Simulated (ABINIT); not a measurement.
# Ba2TaBiO6 (R-3): G0W0 with ABINIT, start to end, part 3 of 3

Wanted: ground state, empty states, screening and self-energy for Ba2TaBiO6 (R-3).

ABINIT 10.8.3; LDA and many-body steps on it, plane waves. Known limits of the many-body steps: not at the basis limit; no spin-orbit coupling; coarse k mesh.

So far. Step 3 (Bands along the symmetry lines): The gap is 2.549 eV, as in the run before at this level. Step 4 (Empty states on the mesh, 2×2×2 mesh, 191 bands): On this mesh the gap is 2.549 eV.

## Step 5: Screening, 2×2×2 mesh, 175 bands, screening to 108.8 eV

The RPA dielectric matrix is built and inverted for each q.

This step: RPA screening on LDA, plane waves, norm-conserving pseudopotentials.

Input file run.abi:

```
acell 3*1.0 Angstrom
rprim 
  3.075626834241 1.775713980676 4.956223105800
  -3.075626834241 1.775713980676 4.956223105800
  0.000000000000 -3.551427961352 4.956223105800
ntypat 4
znucl 56 73 83 8
natom 10
typat 1 1 2 3 4 4 4 4 4 4
xred 
  0.748816000000 0.748816000000 0.748816000000
  0.251184000000 0.251184000000 0.251184000000
  0.500000000000 0.500000000000 0.500000000000
  0.000000000000 0.000000000000 0.000000000000
  0.725510000000 0.218856000000 0.322035000000
  0.218856000000 0.322035000000 0.725510000000
  0.322035000000 0.725510000000 0.218856000000
  0.274490000000 0.781144000000 0.677965000000
  0.677965000000 0.274490000000 0.781144000000
  0.781144000000 0.677965000000 0.274490000000
pp_dirpath "pseudos"
pseudos "Ba.upf, Ta.upf, Bi.upf, O.upf"
ecut 62
ngkpt 2 2 2
nshiftk 1
shiftk 0 0 0
kptopt 1
chksymbreak 0
istwfk *1
occopt 1
irdwfk 1
optdriver 3
nband 175
ecuteps 4
inclvkb 2
awtr 1
symchi 1
indata_prefix "in"
outdata_prefix "out"
tmpdata_prefix "tmp"
```

Launch:

```console
OMP_NUM_THREADS=1 mpirun -n 8 abinit run.abi > log
```

Numbers of over 12 decimals in the logs are rounded to 6 here.

The program printed:

```text
.Version 10.8.3 of ABINIT. v10.8.2 released Aug 2026.

 Symmetries : space group R-3 (#148); Bravais hR (rhombohedral)
[... echo of the input left out ...]
== DATASET  1 ==================================================================
-   mpi_nproc: 8, omp_nthreads: 1 (-1 if OMP is not activated)

--- !DatasetInfo
iteration_state: {dtset: 1, }
dimensions: {natom: 10, nkpt: 4, mband: 175, nsppol: 1, nspinor: 1, nspden: 1, mpw: 25587, }
cutoff_energies: {ecut:  62.0, pawecutdg:  -1.0, }
electrons: {nelect:   1.06000000E+02, charge:   0.00000000E+00, occopt:   1.00000000E+00, tsmear:   1.00000000E-02, }

 SCREENING: Calculation of the susceptibility and dielectric matrices

 Based on a program developped by R.W. Godby, V. Olevano, G. Onida, and L. Reining.
 Incorporated in ABINIT by V. Olevano, G.-M. Rignanese, and M. Torrent.
.Using double precision arithmetic ; gwpc =  8

[... cell and pseudopotentials left out ...]
--------------------------------------------------------------------------------

 ==== K-mesh for the wavefunctions ====
 Number of points in the irreducible wedge :     4
[... list of points left out ...]
 Together with  6 symmetry operations and time-reversal symmetry
 yields     8 points in the full Brillouin Zone.

 ==== Q-mesh for the screening function ====
 Number of points in the irreducible wedge :     4
[... list of points left out ...]
 Together with  6 symmetry operations and time-reversal symmetry
 yields     8 points in the full Brillouin Zone.

 setmesh: FFT mesh size selected  =    54x   54x   54
          total number of points  =       157464

 vcoul_init : cutoff-mode = AUXILIARY_FUNCTION
 q-points for optical limit:   1
     1)      0.000010    0.000020    0.000030

- screening: taking advantage of time-reversal symmetry
- Maximum band index for partially occupied states nbvw = 53
- Remaining bands to be divided among processors   nbcw = 122
- Number of bands treated by each node ~15

 Number of electrons calculated from density =  106.0000; Expected =  106.0000
 average of density, n =  0.096716
 r_s =    1.3515
 omega_plasma =   29.9989 [eV]

 calculating chi0 at frequencies [eV] :
  1    0.000000E+00    0.000000E+00
  2    0.000000E+00    2.999894E+01

--------------------------------------------------------------------------------
  q-point number  1        q = ( 0.000000, 0.000000, 0.000000) [r.l.u.]
--------------------------------------------------------------------------------
[... chi0 elements left out ...]
 For q-point:  0.000010 0.000020 0.000030
  dielectric constant =   6.6242
  dielectric constant without local fields =   7.1929

  Average fulfillment of the sum rule on Im[epsilon] for q-point    1 :     48.51  [%]
[... wings left out ...]
  q-point number  2        q = ( 0.500000, 0.000000, 0.000000) [r.l.u.]
--------------------------------------------------------------------------------
[... chi0 elements left out ...]
  Average fulfillment of the sum rule on Im[epsilon] for q-point    2 :     54.62  [%]

 [... 2 further q-points ...]
```

Run time: 6.1 min. Hardware: 8 MPI ranks of Intel Xeon Platinum 8259CL at 2.50GHz (Skylake/Cascade Lake), shared host; peak memory 11 GiB; 49 min of CPU time.

Numbers from this step:

```
ε∞ with local fields, on this mesh, along the program's q direction : 6.624
the same without local fields                                       : 7.193
plasma frequency                                                    : 30.00 eV
plane waves in the screening matrix                                 : 411
```

Local fields lower ε∞ by 8 %. On a Γ-centred mesh this coarse the value itself is usually too large, while a short band sum pulls it down.

## Step 6: Self-energy, 2×2×2 mesh, 175 bands, screening to 108.8 eV

The self-energy is evaluated for the states that the input lists, and the levels follow from it, in one-shot runs by the linearised quasiparticle equation.

This step: G0W0 on LDA, plane waves, norm-conserving pseudopotentials.

Edit run.abi of step 5 so:

```diff
@@ -31,8 +31,19 @@
 irdwfk 1
-optdriver 3
+optdriver 4
 nband 175
+gwcalctyp 0
+ecutsigx 62
+symsigma 1
+nkptgw 3
+kptgw 
+  0.5000000000 0.5000000000 0.5000000000
+  0.5000000000 0.0000000000 0.0000000000
+  0.0000000000 0.0000000000 0.0000000000
+bdgw 
+  52 56
+  52 55
+  51 55
 ecuteps 4
-inclvkb 2
-awtr 1
-symchi 1
+irdscr 1
+ppmodel 1
 indata_prefix "in"
```

The program printed:

```text
.Version 10.8.3 of ABINIT. v10.8.2 released Aug 2026.

 Symmetries : space group R-3 (#148); Bravais hR (rhombohedral)
[... echo of the input left out ...]
== DATASET  1 ==================================================================
-   mpi_nproc: 8, omp_nthreads: 1 (-1 if OMP is not activated)

--- !DatasetInfo
iteration_state: {dtset: 1, }
dimensions: {natom: 10, nkpt: 4, mband: 175, nsppol: 1, nspinor: 1, nspden: 1, mpw: 25587, }
cutoff_energies: {ecut:  62.0, pawecutdg:  -1.0, }
electrons: {nelect:   1.06000000E+02, charge:   0.00000000E+00, occopt:   1.00000000E+00, tsmear:   1.00000000E-02, }

 SIGMA: Calculation of the GW corrections

 Based on a program developped by R.W. Godby, V. Olevano, G. Onida, and L. Reining.
 Incorporated in ABINIT by V. Olevano, G.-M. Rignanese, and M. Torrent.
.Using double precision arithmetic ; gwpc =  8

[... cell and pseudopotentials left out ...]
--------------------------------------------------------------------------------

 ==== K-mesh for the wavefunctions ====
 Number of points in the irreducible wedge :     4
[... list of points left out ...]
 Together with  6 symmetry operations and time-reversal symmetry
 yields     8 points in the full Brillouin Zone.

 ==== Q-mesh for screening function ====
 Number of points in the irreducible wedge :     4
[... list of points left out ...]
 Together with  6 symmetry operations and time-reversal symmetry
 yields     8 points in the full Brillouin Zone.

 vcoul_init : cutoff-mode = AUXILIARY_FUNCTION
 q-points for optical limit:   1
     1)      0.000010    0.000020    0.000030
 setmesh: FFT mesh size selected  =    81x   81x   81
          total number of points  =       531441

 Number of electrons calculated from density =  106.0000; Expected =  106.0000
 average of density, n =  0.096716
 r_s =    1.3515
 omega_plasma =   29.9989 [eV]

 === KS Band Gaps ===
  >>>> For spin  1
   Minimum direct gap =   2.5771 [eV], located at k-point      :   0.5000  0.0000  0.0000
   Fundamental gap    =   2.5491 [eV], Top of valence bands at :   0.5000  0.5000  0.5000
                                       Bottom of conduction at :   0.5000  0.0000  0.0000
 SIGMA fundamental parameters:
 PLASMON POLE MODEL  1
 number of plane-waves for SigmaX                25587
 number of plane-waves for SigmaC and W            411
 number of plane-waves for wavefunctions         25587
 number of bands                                   175
 number of independent spin polarizations            1
 number of spinorial components                      1
 number of k-points in IBZ                           4
 number of q-points in IBZ                           4
 number of symmetry operations                       6
 number of k-points in BZ                            8
 number of q-points in BZ                            8
 number of frequencies for dSigma/dE                 9
 frequency step for dSigma/dE [eV]                0.25
 number of omega for Sigma on real axis              0
 max omega for Sigma on real axis  [eV]           0.00
 zcut for avoiding poles [eV]                     0.10

 EPSILON^-1 parameters (SCR file):
 dimension of the eps^-1 matrix on file            411
 dimension of the eps^-1 matrix used               411
 number of plane-waves for wavefunctions         25587
 number of bands                                   175
 number of q-points in IBZ                           4
 number of frequencies                               2
 number of real frequencies                          1
 number of imag frequencies                          1

 matrix elements of self-energy operator (all in [eV])

 Perturbative Calculation

--- !SelfEnergy_ee
iteration_state: {dtset: 1, }
kpoint     : [   0.500,    0.500,    0.500, ]
spin       : 1
KS_gap     :    2.682
QP_gap     :    3.486
Delta_QP_KS:    0.804
data: !SigmaeeData |
     Band     E0 <VxcDFT>   SigX SigC(E0)      Z dSigC/dE  Sig(E)    E-E0       E
       52   4.962 -18.586 -23.417   5.006   0.770  -0.299 -18.451   0.135   5.097
       53   6.493 -20.412 -23.480   3.713   0.791  -0.264 -19.902   0.510   7.003
       54   9.175 -15.195 -10.580  -3.029   0.828  -0.208 -13.882   1.313  10.488
       55   9.631 -15.656 -11.060  -2.963   0.827  -0.210 -14.307   1.349  10.980
       56   9.631 -15.656 -11.060  -2.963   0.827  -0.210 -14.307   1.349  10.980

--- !SelfEnergy_ee
iteration_state: {dtset: 1, }
kpoint     : [   0.500,    0.000,    0.000, ]
spin       : 1
KS_gap     :    2.577
QP_gap     :    3.378
Delta_QP_KS:    0.801
data: !SigmaeeData |
     Band     E0 <VxcDFT>   SigX SigC(E0)      Z dSigC/dE  Sig(E)    E-E0       E
       52   5.236 -18.788 -23.488   4.917   0.771  -0.297 -18.621   0.168   5.404
       53   6.465 -20.392 -23.458   3.706   0.792  -0.263 -19.885   0.506   6.971
       54   9.042 -15.276 -10.735  -2.964   0.829  -0.206 -13.968   1.308  10.350
       55   9.408 -15.548 -10.889  -3.053   0.826  -0.210 -14.220   1.328  10.736

--- !SelfEnergy_ee
iteration_state: {dtset: 1, }
kpoint     : [   0.000,    0.000,    0.000, ]
spin       : 1
KS_gap     :    3.947
QP_gap     :    5.000
Delta_QP_KS:    1.053
data: !SigmaeeData |
     Band     E0 <VxcDFT>   SigX SigC(E0)      Z dSigC/dE  Sig(E)    E-E0       E
       51   5.312 -18.813 -23.513   4.919   0.771  -0.297 -18.644   0.169   5.481
       52   5.312 -18.813 -23.513   4.919   0.771  -0.297 -18.644   0.169   5.481
       53   5.708 -19.360 -23.390   4.442   0.777  -0.287 -19.040   0.321   6.028
       54   9.655 -13.384  -8.865  -2.871   0.834  -0.199 -12.010   1.374  11.029
       55   9.838 -16.696 -11.919  -3.202   0.817  -0.225 -15.410   1.286  11.124

== END DATASET(S) ==============================================================
================================================================================

 -outvars: echo values of variables after computation  --------
           etotal      0.0000000000E+00
            nband         175
             nkpt           4
          spgroup         148
 [... the other variables as echoed above ...]

 Calculation completed.
```

Run time: 51 s. Hardware: 8 MPI ranks; peak memory 5.1 GiB; 6.7 min of CPU time.

Numbers from this step:

- G0W0 gap on the points computed: 3.347 eV
- starting gap on the mesh: 2.549 eV
- k of the valence top: 0.5, 0.5, 0.5
- k of the conduction bottom: 0.5, 0, 0
- Z at the valence top: 0.791
- Z at the conduction bottom: 0.829
- least direct G0W0 gap on the computed points: 3.379 eV

The gap on the mesh goes from 2.55 eV to 3.35 eV, a correction of +0.80 eV.

Limits: finite bands, cutoff and mesh; no spin-orbit coupling; coarse k mesh. v1 is the top filled band, c1 the lowest empty one. The levels before and after the correction (eV, zero at the valence-band top of each column):

|  | conduction bottom | valence top |
| --- | --- | --- |
| Kohn-Sham | 2.55 | 0.00 |
| G0W0 | 3.35 | 0.00 |

|  | level | energy (eV) |
| --- | --- | --- |
| Kohn-Sham | (0.5 0.5 0.5) v2 | -1.531 |
| Kohn-Sham | (0.5 0.5 0.5) v1 | 0.000 |
| Kohn-Sham | (0.5 0.5 0.5) c1 | 2.682 |
| Kohn-Sham | (0.5 0.5 0.5) c2-c3 | 3.138 |
| Kohn-Sham | (0.5 0 0) v2 | -1.257 |
| Kohn-Sham | (0.5 0 0) v1 | -0.028 |
| Kohn-Sham | (0.5 0 0) c1 | 2.549 |
| Kohn-Sham | (0.5 0 0) c2 | 2.915 |
| G0W0 | (0.5 0.5 0.5) v2 | -1.906 |
| G0W0 | (0.5 0.5 0.5) v1 | 0.000 |
| G0W0 | (0.5 0.5 0.5) c1 | 3.485 |
| G0W0 | (0.5 0.5 0.5) c2-c3 | 3.977 |
| G0W0 | (0.5 0 0) v2 | -1.599 |
| G0W0 | (0.5 0 0) v1 | -0.032 |
| G0W0 | (0.5 0 0) c1 | 3.347 |
| G0W0 | (0.5 0 0) c2 | 3.733 |

## Step 7: Where the time went

Times are wall times on 8 MPI ranks of Intel Xeon Platinum 8259CL at 2.50GHz (Skylake/Cascade Lake), shared host, good to a factor of about two.

| step | time | share | memory (GiB) |
| --- | --- | --- | --- |
| ground state | 16 min | 37 % | 2.4 |
| bands along the symmetry lines | 12 min | 27 % | 2.1 |
| empty states on the mesh | 8.2 min | 19 % | 1.5 |
| screening | 6.1 min | 14 % | 11 |
| self-energy | 51 s | 2 % | 5.1 |

## Step 8: Summary of results

```json
{
  "LDA gap": "2.55 eV, indirect (only 28 meV under the direct gap)",
  "G0W0 gap on the mesh": "3.35 eV",
  "GW settings": "2×2×2 mesh, 175 bands, screening to 108.8 eV, Godby-Needs plasmon pole",
  "known limits": "not at the basis limit; no spin-orbit coupling; coarse k mesh"
}
```

G0W0 moves the gap on the mesh from 2.55 eV to 3.35 eV (+0.80 eV), with Z of 0.79 and 0.83 at the edges. Local fields lower the RPA ε∞ on this mesh from 7.19 to 6.62; a Γ-centred mesh this coarse tends to raise both, most where the direct gap is narrow, while a short band sum lowers them. Only 3 of the mesh's irreducible points were corrected, so a valley elsewhere could overtake. Bands and cutoff are finite, so the gap is not at the basis limit. The miss can reach some tenths of an eV and take either sign; the mesh is an error of its own. In the G0W0 run levels were corrected at 3 k points alone, so a gap called «on the mesh» is the least over those, and an edge elsewhere would be missed. The 2×2×2 mesh is coarse for this cell, which bears on the long-range parts of exchange and screening. Where an edge is built on 6p states of lead, bismuth or thallium, scalar-relativistic gaps usually stand too wide, by a few tenths to over one eV. The many-body steps are scalar-relativistic: spin-orbit coupling is not in them.

[Paths, hosts, dates, memory and timing lines, banners, echoed tables and standing remarks are left out of the program output.]

[Logs are printed without paths, hosts, clocks, repeated set-up lines and the standing remarks that a program may print on its own settings, such as how far it seeks lower states.]

[Runs of the session that timed out or met a known fault of the program may be left out.]

[Hosts, paths, dates, database ids (printed as entryN), source tags and the programs' standing remarks are cut or masked in the printed files.]

[G0W0 gaps are taken among the corrected bands and points alone; a level outside them can change the order at an edge.]

[Where Ansatz stands beside ABINIT at settings called matched, ABINIT's density can come from a denser mesh and the files from another edition; pairs whose starting gaps differed by over 0.03 eV were left out, so agreement reads better than it is.]
